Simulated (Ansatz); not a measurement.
## Hf2CF2 monolayer: following an unstable mode

Which phase does Hf2CF2 monolayer fall into along its unstable mode, and how much energy does it gain?

Method: DFT PBEsol, scalar-relativistic, plane waves, PAW, in Ansatz 0.2.0.

This is a report of a sequence of runs, with most program output left out.

## (1) The structure

The cell holds 5 atoms: 1 C, 2 Hf and 2 F. Its edges and angles: a = 3.234 Å, b = 3.234 Å, c = 33.200 Å, α = 90.0°, β = 90.0°, γ = 120.0°. Vacuum lies along c.

## (2) The dispersion

The cell comes from relaxations at this level that are not shown. Stability and thermal properties need the whole zone. Linear response on a 4×4×1 q mesh gives force constants as far as a supercell of that size would.

Input file input.yaml:

```yaml
crystal:
  lattice:
    - [3.2340904496, 0.0, 0.0]
    - [-1.6170452248, 2.8008044875, 0.0]
    - [0.0, 0.0, 33.2]
  atoms:
    - { symbol: C, position: [0.0, 0.0, 0.3012048193] }
    - { symbol: Hf, position: [0.3333333333, 0.6666666667, 0.3372672532] }
    - { symbol: Hf, position: [0.6666666667, 0.3333333333, 0.2651423854] }
    - { symbol: F, position: [0.6666666667, 0.3333333333, 0.3773728541] }
    - { symbol: F, position: [0.3333333333, 0.6666666667, 0.2250367845] }
  periodic: [true, true, false]
kpoints:
  mp_grid: { grid: [12, 12, 1] }
hamiltonian:
  xc: pbesol
scf:
  occupations: { method: methfessel_paxton, width: 0.15 }
output:
  eigenvalues: true
phonons:
  method: dfpt
  qmesh: [4, 4, 1]
  temperatures: { t_max: 1000, t_step: 50 }
  qpath:
    path:
      - [0.0, 0.0, 0.0]
      - [0.5, 0.0, 0.0]
      - [0.33333333, 0.33333333, 0.0]
      - [0.0, 0.0, 0.0]
    npoints: 10
```

Launch:

```sh
ansatz run input.yaml --threads 8 --pin off --max-ram 14336MiB --backend cpu --events-out ev --progress --plain --runs-dir out
```

Wall time 13 min (8 threads of Arm Neoverse V2, shared host); peak memory 4.3 GiB; 1.7 h of CPU time.

Numbers from this step:

```
gap on the k-mesh                                       : 0 eV
sum-rule residual before enforcement                    : 8.46e-5 eV/Å²
lowest frequency on the path                            : -32.18 cm⁻¹
point group                                             : -3m
highest frequency on the path or at a solved wavevector : 693.7 cm⁻¹
area per atom                                           : 1.812 Å²
highest optical mode at the zone centre (no LO-TO term) : 684.4 cm⁻¹
lowest optical zone-centre mode                         : 133.2 cm⁻¹
lowest mode on the q mesh (acoustic modes at Γ apart)   : -32.18 cm⁻¹
```

Frequencies (cm⁻¹) solved at each irreducible wavevector; negative means imaginary. Frequencies by wavevector, by row:

```
q in reciprocal lattice units  star  mode 1  mode 2  mode 3  mode 4  mode 13  mode 14  mode 15
                        0 0 0     1       0       0       0   133.2    615.8    684.4    684.4
                     0 0.25 0     6    67.1    85.1   124.2   135.5    603.9    684.4    692.4
                     0 -0.5 0     3   -32.2   127.9   136.2   138.5    613.1    643.9    676.5
                  0.25 0.25 0     6   119.5   134.5   135.4   141.7    609.3    658.2      674
```

Interpolated from a 4×4×1 q mesh. Phonon branches along the path, in cm⁻¹:

```
  point  branch 1  branch 2  branch 3  branch 4  branch 12  branch 13  branch 14  branch 15
      Γ         0         0         0       133        396        616        684        684
halfway        67        85       124       136        362        604        684        692
      M       -32       128       136       138        340        613        644        676
halfway       101       127       143       148        337        613        649        671
      K       134       142       142       147        331        615        658        658
halfway        81       100       133       138        353        602        679        691
      Γ         0         0         0       133        396        616        684        684
```

Symmetry leaves 4 wavevectors to solve. The lowest mode among them, the acoustic zeros apart, lies at q = (0, -0.5, 0) and is imaginary, 32.2i cm⁻¹, so the energy falls along it.

## (3) The mode frozen in, largest atomic shift 0 Å

The mode followed lies at q = (0, -0.5, 0) with frequency 32.2i cm⁻¹, the softest among the wavevectors solved. At small amplitude the distorted cell has space group no. 10 by a symmetry search on the positions. The undistorted cell that holds it gives the zero of energy on the same k mesh.

System of this step: Hf2CF2 monolayer. The cell holds 10 atoms: 2 C, 4 Hf and 4 F. Its edges and angles: a = 3.234 Å, b = 5.602 Å, c = 33.200 Å, α = 90.0°, β = 90.0°, γ = 90.0°. It derives from Hf2CF2. Vacuum lies along c.

Input file input.yaml:

```yaml
crystal:
  lattice:
    - [3.2340904496, 0.0, 0.0]
    - [0.0, 5.601608975, 0.0]
    - [0.0, 0.0, 33.2]
  atoms:
    - { symbol: C, position: [0.5, 0.5, 0.3012048193] }
    - { symbol: C, position: [0.0, 0.0, 0.3012048193] }
    - { symbol: Hf, position: [1.0, 0.3333333333, 0.3372672532] }
    - { symbol: Hf, position: [0.5, 0.8333333333, 0.3372672532] }
    - { symbol: Hf, position: [0.5, 0.1666666667, 0.2651423854] }
    - { symbol: Hf, position: [1.0, 0.6666666667, 0.2651423854] }
    - { symbol: F, position: [0.5, 0.1666666667, 0.3773728541] }
    - { symbol: F, position: [1.0, 0.6666666667, 0.3773728541] }
    - { symbol: F, position: [1.0, 0.3333333333, 0.2250367845] }
    - { symbol: F, position: [0.5, 0.8333333333, 0.2250367845] }
  periodic: [true, true, false]
kpoints:
  mp_grid: { grid: [12, 6, 1] }
hamiltonian:
  xc: pbesol
scf:
  occupations: { method: methfessel_paxton, width: 0.15 }
output:
  forces: true
  stress: true
  eigenvalues: true
```

Elapsed: 13 s, on 8 threads; peak memory 2.8 GiB.

This step gave:

| Item | Value |
| --- | --- |
| energy from the undistorted cell | 0 meV/atom |

## (4) The mode frozen in, largest atomic shift 0.04 Å

The atoms are moved along the unstable eigenvector, the largest shift by 0.04 Å, with the cell fixed.

Input file input.yaml:

```yaml
crystal:
  lattice:
    - [3.2340904496, 0.0, 0.0]
    - [0.0, 5.601608975, 0.0]
    - [0.0, 0.0, 33.2]
  atoms:
    - { symbol: C, position: [0.5, 0.5, 0.3012048193] }
    - { symbol: C, position: [0.0, 0.0, 0.3012048193] }
    - { symbol: Hf, position: [1.0, 0.3382911061, 0.33736235] }
    - { symbol: Hf, position: [0.5, 0.8283755606, 0.3371721564] }
    - { symbol: Hf, position: [0.5, 0.1716244394, 0.2652374821] }
    - { symbol: Hf, position: [1.0, 0.6617088939, 0.2650472886] }
    - { symbol: F, position: [0.5, 0.1610730903, 0.3766239245] }
    - { symbol: F, position: [1.0, 0.672260243, 0.3781217836] }
    - { symbol: F, position: [1.0, 0.327739757, 0.224287855] }
    - { symbol: F, position: [0.5, 0.8389269097, 0.225785714] }
  periodic: [true, true, false]
kpoints:
  mp_grid: { grid: [12, 6, 1] }
hamiltonian:
  xc: pbesol
scf:
  occupations: { method: methfessel_paxton, width: 0.15 }
output:
  forces: true
  stress: true
  eigenvalues: true
```

It took 14 s on 8 threads; peak memory 2.8 GiB.

Numbers from this step:

```
energy from the undistorted cell : 0.677 meV/atom
```

The energy, extrapolated to zero smearing, is 0.68 meV/atom against the undistorted cell.

## (5) Energy along the mode, all amplitudes (two of the runs are shown above)

An imaginary frequency means negative curvature, so the energy should fall and then rise again as anharmonic terms take over.

This step gave:

* depth at the lowest point sampled: 0 meV/atom
* largest atomic shift at that point: 0 Å

The energy from the parent by largest atomic shift:

```
largest atomic shift (Å)  energy from the parent (meV/atom)
                  0.0000                                  0
                  0.0400                              0.677
                  0.0800                               7.00
                  0.1400                               32.1
```

Displacement at unit largest shift by atom:

```
atom  x (Å)   y (Å)   z (Å)   size
  C1  0.000   0.000   0.000  0.000
  C2  0.000   0.000   0.000  0.000
 Hf3  0.000   0.694   0.079  0.698
 Hf4  0.000  -0.694  -0.079  0.698
 Hf5  0.000   0.694   0.079  0.698
 Hf6  0.000  -0.694  -0.079  0.698
  F7  0.000  -0.783  -0.622  1.000
  F8  0.000   0.783   0.622  1.000
  F9  0.000  -0.783  -0.622  1.000
 F10  0.000   0.783   0.622  1.000
```

## (6) Outcome

```
unstable mode of the parent        : q = (0, -0.5, 0), 32i cm⁻¹
depth at the lowest point sampled  : 0 meV/atom
largest atomic shift at that point : 0 Å
```

In words: Freezing this pattern in gains under 0.02 meV/atom on the steps tried, so the total energies do not bear out the 32i cm⁻¹ of the response run; the cause was not traced in these runs. With no gap, or one that is small against the smearing, the frequencies hang on the k mesh and the smearing, most of all near Kohn anomalies. In a sheet or slab the interpolated bending branch near Γ is rough, since the rotational sum rule isn't imposed. Spin-orbit coupling is left out, which can matter for the heavy elements here. A phonon run warned that its eigensolver left some bands unconverged in a pass. The starting cell was built on a prototype and not taken from a measurement. These are harmonic frequencies at zero temperature: anharmonic shifts, linewidths and thermal expansion are left out.

[Logs are printed without paths, hosts, clocks, repeated set-up lines and the standing remarks that a program may print on its own settings, such as how far it seeks lower states.]

[Hosts, paths, dates, database ids (printed as entryN), source tags and the programs' standing remarks are cut or masked in the printed files.]
